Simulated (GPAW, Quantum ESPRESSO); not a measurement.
# C K ELNES/XANES of HfC (Fm-3m) from DFT, part 2 of 2

Do two independent programs agree on the C K edge of HfC (Fm-3m)? The same cell and functional are run with XSpectra and with GPAW.

Quantum ESPRESSO 7.5 and GPAW 26.7.0; core-hole supercells, plane-wave PAW LDA.

So far. Step 10 (Ground state of the crystal (GPAW)): The mesh shows no gap, so the system is treated as a metal and the core electron is put at the Fermi level (neutral cell). Step 11 (Spectrum without a core hole, C atom 2 (GPAW)): Main maxima below 24 eV (height): 5.4 eV (1.33) and 12.5 eV (2.09). 

The database entry behind the starting cell differs from later determinations by our own check (about 0.2 % long), so it need not match the best structure at ambient conditions.

### 13. Spectrum with XCH, C atom 2 (GPAW)

The holes are 6.6 Å apart. The excited electron is kept in the cell, where it fills the lowest empty states and screens the hole. After the field has converged, empty bands are computed with the density fixed and the dipole matrix elements are summed.

xas.py reads:

```python
import numpy as np
from ase import Atoms
from ase.parallel import parprint, paropen
from gpaw import GPAW, PW, FermiDirac, Mixer, MixerDif, setup_paths
from gpaw.test import gen
setup_paths.insert(0, '.')
gen('C', name='fch1s', xcname='LDA', corehole=(1, 0, 1), write_xml=True)
from gpaw.mpi import world
world.barrier()

atoms = Atoms('Hf8C8',
    cell=[[0, 4.65, 4.65],
     [4.65, 0, 4.65],
     [4.65, 4.65, 0]],
    scaled_positions=[[0.25, 0.25, 0.25],
     [0.25, 0.25, 0.75],
     [0.25, 0.75, 0.25],
     [0.75, 0.25, 0.25],
     [0.25, 0.75, 0.75],
     [0.75, 0.25, 0.75],
     [0.75, 0.75, 0.25],
     [0.75, 0.75, 0.75],
     [0, 0, 0],
     [0, 0, 0.5],
     [0, 0.5, 0],
     [0.5, 0, 0],
     [0, 0.5, 0.5],
     [0.5, 0, 0.5],
     [0.5, 0.5, 0],
     [0.5, 0.5, 0.5]],
    pbc=True)
atoms.calc = calc = GPAW(legacy_gpaw=True, mode=PW(500, force_complex_dtype=True), xc='LDA', setups={8: 'fch1s'},
    kpts={'size': (5, 5, 5), 'gamma': True}, occupations=FermiDirac(0.1),
    charge=-1, mixer=Mixer(0.1, 5, 50), maxiter=150,
    convergence={'density': 0.0001, 'eigenstates': 1e-6}, txt='scf.txt')
energy = atoms.get_potential_energy() + calc.get_reference_energy()
ef = calc.get_fermi_level()
out = dict(energy=energy, fermi=ef, forces=atoms.get_forces().tolist())
parprint(f'all-electron energy {energy:.4f} eV, Fermi level {ef:.4f} eV')
ev = np.array([[calc.get_eigenvalues(k, s) for k in range(len(calc.get_ibz_k_points()))] for s in range(calc.get_number_of_spins())])
out['homo'], out['lumo'], out['counts'] = ev[ev < ef].max(), ev[ev > ef].min(), sorted(set((ev < ef).sum((0, 2)).tolist()))
out['filled'] = (ev[:, 0] < ef).sum(1).tolist()

from ase.units import Ha
from gpaw.xas import dipole_matrix_elements
nb = int(calc.get_number_of_electrons() / 2) + 162
top, nb = nb, nb + 8 + nb // 12
nscf = calc.fixed_density(kpts={'size': (6, 6, 6), 'gamma': True}, nbands=nb,
    convergence={'bands': top, 'eigenstates': 5e-3}, maxiter=60, txt='nscf.txt')
cell = atoms.cell.array
ops = [cell.T @ U.T @ np.linalg.inv(cell.T) for U in nscf.wfs.kd.symmetry.op_scc]
E = np.arange(-6, 34, 0.1)
fwhm = np.interp(E, [4, 25], [0.9, 3.5])
Y, X, zero, highest = 0, 0, 1e9, 1e9
for spin in range(nscf.get_number_of_spins()):
    wfs = nscf.wfs
    mine = wfs.bd.get_slice()  # this rank's bands
    A = dipole_matrix_elements(wfs.setups[8])
    eps = np.zeros((wfs.kd.nibzkpts, nb))
    d = np.zeros((3, A.shape[1], wfs.kd.nibzkpts, nb), complex)
    for kpt in wfs.kpt_u:
        if kpt.s == spin and 8 in kpt.P_ani:
            eps[kpt.k, mine] = kpt.eps_n * Ha
            d[:, :, kpt.k, mine] = (kpt.weight * wfs.nspins / 2) ** 0.5 * np.inner(A, kpt.P_ani[8])
    world.sum(eps)
    world.sum(d)
    T = np.einsum('amkn,bmkn->abkn', d, d.conj()).real
    T = sum(np.einsum('ai,ijkn,bj->abkn', R, T, R) for R in ops) / len(ops)
    empty = eps > ef
    zero, highest = min(zero, eps[empty].min()), min(highest, eps[:, top - 1].min())
    lines = [(eps, T, empty)] if spin == 0 else lines + [(eps, T, empty)]
for eps, T, empty in lines:
    f = np.einsum('aakn->akn', T).reshape(3, -1)
    x = eps.ravel() - zero
    w = np.interp(x, E, fwhm) / 2.35482
    g = np.exp(-0.5 * ((E[:, None] - x) / w) ** 2) / (w * (2 * np.pi) ** 0.5)
    Y = Y + (f * empty.ravel()) @ g.T
    X = X + (f * ~empty.ravel()) @ g.T
out.update(E=E.round(2).tolist(), xas=Y.tolist(), xes=X.tolist(), zero=zero, valid=highest - zero, nk=len(eps), nb=nb)
for i in range(0, len(E), 10):
    parprint(f'{E[i]:7.2f}', *(f'{v:10.3e}' for v in Y[:, i]))
import json
with paropen('out.json', 'w') as f:
    json.dump(out, f)
```

Started as:

```sh
> OMP_NUM_THREADS=1 mpirun -n 4 gpaw python xas.py
```

The job ended after 3.2 min (4 MPI ranks of Arm Neoverse V1, shared host; peak memory 0.51 GiB).

The C K spectrum, C atom 2, excited-electron core hole (neutral cell) (energy from the lowest empty level; intensity scaled to a mean of 1 over the first 20 eV):

| E (eV) | intensity |
| --- | --- |
| -2.0 | 0.00 |
| -1.0 | 0.00 |
| 0.0 | 0.33 |
| 1.0 | 0.70 |
| 2.0 | 0.88 |
| 3.0 | 1.17 |
| 4.0 | 1.43 |
| 5.0 | 1.80 |
| 6.0 | 0.91 |
| 7.0 | 0.87 |
| 8.0 | 1.39 |
| 9.0 | 1.83 |
| 10.0 | 2.21 |
| 11.0 | 1.73 |
| 12.0 | 1.33 |
| 13.0 | 0.93 |
| 14.0 | 0.59 |
| 15.0 | 0.52 |
| 16.0 | 0.49 |
| 17.0 | 0.40 |
| 18.0 | 0.23 |
| 19.0 | 0.17 |
| 20.0 | 0.25 |
| 21.0 | 0.33 |
| 22.0 | 0.38 |
| 23.0 | 0.45 |
| 24.0 | 0.57 |
| 25.0 | 0.67 |
| 26.0 | 0.82 |
| 27.0 | 1.04 |
| 28.0 | 1.23 |
| 29.0 | 1.21 |
| 30.0 | 0.97 |
| 31.0 | 0.66 |
| 32.0 | 0.44 |

Main maxima below 24 eV (height): 4.8 eV (1.88) and 10.0 eV (2.21). 

The total-energy difference is 284.85 eV. With the free-atom term of -6.67 eV for this edge, the photon energy is 278.18 eV.

### 14. The two programs side by side

The line shapes differ (Lorentzian half width 0.4 eV up to 4 eV, rising linearly to 1.75 eV at 25 eV (not a setting of the program: the run's 0.4 eV curve was folded afterwards with a further Lorentzian above 4 eV), against Gaussian full width 0.9 eV up to 4 eV, rising linearly to 3.5 eV at 25 eV), so both get a further Gaussian of 1.5 eV full width before they are compared; the Lorentzian tails remain.

```csv
E (eV),XSpectra,GPAW
-2.00,0.08,0.00
-1.25,0.12,0.03
-0.50,0.25,0.17
0.25,0.46,0.44
1.00,0.67,0.67
1.75,0.84,0.85
2.50,1.02,1.04
3.25,1.19,1.23
4.00,1.38,1.46
4.75,1.50,1.58
5.50,1.39,1.31
6.25,1.18,0.99
7.00,1.13,0.99
7.75,1.27,1.26
8.50,1.47,1.61
9.25,1.67,1.91
10.00,1.79,2.03
10.75,1.70,1.85
11.50,1.45,1.53
12.25,1.21,1.23
13.00,0.98,0.94
13.75,0.78,0.70
14.50,0.65,0.57
15.25,0.58,0.52
16.00,0.52,0.48
16.75,0.46,0.41
17.50,0.39,0.32
18.25,0.34,0.23
19.00,0.34,0.20
19.75,0.37,0.23
20.50,0.40,0.29
21.25,0.43,0.34
22.00,0.46,0.38
22.75,0.52,0.44
23.50,0.60,0.51
24.25,0.67,0.59
25.00,0.74,0.68
25.75,0.83,0.79
26.50,0.91,0.93
27.25,0.94,1.09
28.00,0.91,1.19
28.75,0.83,1.19
29.50,0.72,1.08
30.25,0.61,0.89
31.00,0.53,0.68
31.75,0.46,0.51
```

```csv
,XSpectra,GPAW
k mesh of the spectrum,6×6×6,6×6×6
cutoff (eV),626,500
"highest intensity below 16 eV after the common broadening, eV (height)",10.2 (1.79),9.9 (2.04)
"zero, corrected photon energy (eV)",278.1,278.2
"core time, hole field and spectrum",25 min,13 min
```

### 15. What the core hole does

XSpectra's curves. Both curves are counted from their own zero, so only the shift of weight within the empty states shows.

| E (eV) | no hole | XCH |
| --- | --- | --- |
| -2.0 | 0.05 | 0.05 |
| -1.0 | 0.09 | 0.10 |
| 0.0 | 0.35 | 0.35 |
| 1.0 | 0.55 | 0.66 |
| 2.0 | 0.62 | 0.81 |
| 3.0 | 0.71 | 1.10 |
| 4.0 | 0.86 | 1.26 |
| 5.0 | 1.06 | 1.71 |
| 6.0 | 1.15 | 1.12 |
| 7.0 | 0.80 | 0.95 |
| 8.0 | 0.97 | 1.29 |
| 9.0 | 1.07 | 1.59 |
| 10.0 | 1.22 | 2.29 |
| 11.0 | 1.95 | 1.77 |
| 12.0 | 1.89 | 1.49 |
| 13.0 | 2.23 | 0.95 |
| 14.0 | 1.42 | 0.69 |
| 15.0 | 0.89 | 0.52 |
| 16.0 | 0.76 | 0.60 |
| 17.0 | 0.85 | 0.43 |
| 18.0 | 0.34 | 0.17 |
| 19.0 | 0.20 | 0.19 |
| 20.0 | 0.36 | 0.40 |
| 21.0 | 0.48 | 0.38 |
| 22.0 | 0.29 | 0.30 |
| 23.0 | 0.29 | 0.51 |
| 24.0 | 0.72 | 0.77 |
| 25.0 | 0.44 | 0.59 |
| 26.0 | 0.68 | 1.30 |
| 27.0 | 1.05 | 1.39 |
| 28.0 | 1.62 | 1.42 |
| 29.0 | 1.73 | 0.93 |
| 30.0 | 1.17 | 0.60 |
| 31.0 | 0.68 | 0.41 |
| 32.0 | 0.57 | 0.37 |

With each curve scaled to its own mean, the area from −2 to 6 eV with the hole is 6.6 against 4.9, and the centre of weight from −1 to 20 eV moves by -1.4 eV: the hole pulls the absorber's empty states down.

### 16. What came out

```json
{"absorber and edge": "C K, atom 2 of the ground-state input (counted from 1)", "surroundings": "6 Hf at 2.33 Å (octahedral, site symmetry m-3m)", "highest intensity below 16 eV (XSpectra, narrow line)": "10.4 eV above the zero, height 2.43", "photon energy of the zero, with the added terms": "278.1 eV (raw 284.8 eV; LDA puts this hole about 3 eV below PBE, itself good to a few eV)"}
```

The two programs agree closely: 9 % r.m.s. remains over the first 14 eV after a relative shift of 0.0 eV, and their photon-energy zeros differ by 0.0 eV. In XSpectra the C K edge of atom 2, with 6 Hf at 2.33 Å (octahedral, site symmetry m-3m), has its highest intensity of the first 16 eV at 10.4 eV above the zero, near 289 eV in photon energy (LDA puts this hole about 3 eV below PBE, itself good to a few eV), 2.4 times the mean level of the first 20 eV (Lorentzian half width 0.4 eV). In XSpectra: With each curve scaled to its own mean, the area from −2 to 6 eV with the hole is 6.6 against 4.9, and the centre of weight from −1 to 20 eV moves by -1.4 eV: the hole pulls the absorber's empty states down. In GPAW: With each curve scaled to its own mean, the area from −2 to 6 eV with the hole is 6.8 against 5.0, and the centre of weight from −1 to 20 eV moves by -1.4 eV: the hole pulls the absorber's empty states down. 3 further runs of this session are left out of this account as redundant. Lifetime broadening is put in by hand, and intensities beyond about 20 eV depend on it and on the partial waves; weight that the partial waves miss at high energy is lost. The structure is a published determination, not relaxed.

[Logs are printed without paths, hosts, clocks, repeated set-up lines and the standing remarks that a program may print on its own settings, such as how far it seeks lower states.]

[Hosts, paths, dates, database ids (printed as entryN), source tags and the programs' standing remarks are cut or masked in the printed files.]

[Lists of maxima count a maximum above −3 eV only where it reaches 4 % of the highest in the window and stands out from its surroundings by 2 % of it (1.5 % where it reaches 55 %); shoulders and weaker maxima are passed over, and of the rest the first, up to two pre-edge ones and the few strongest are named.]
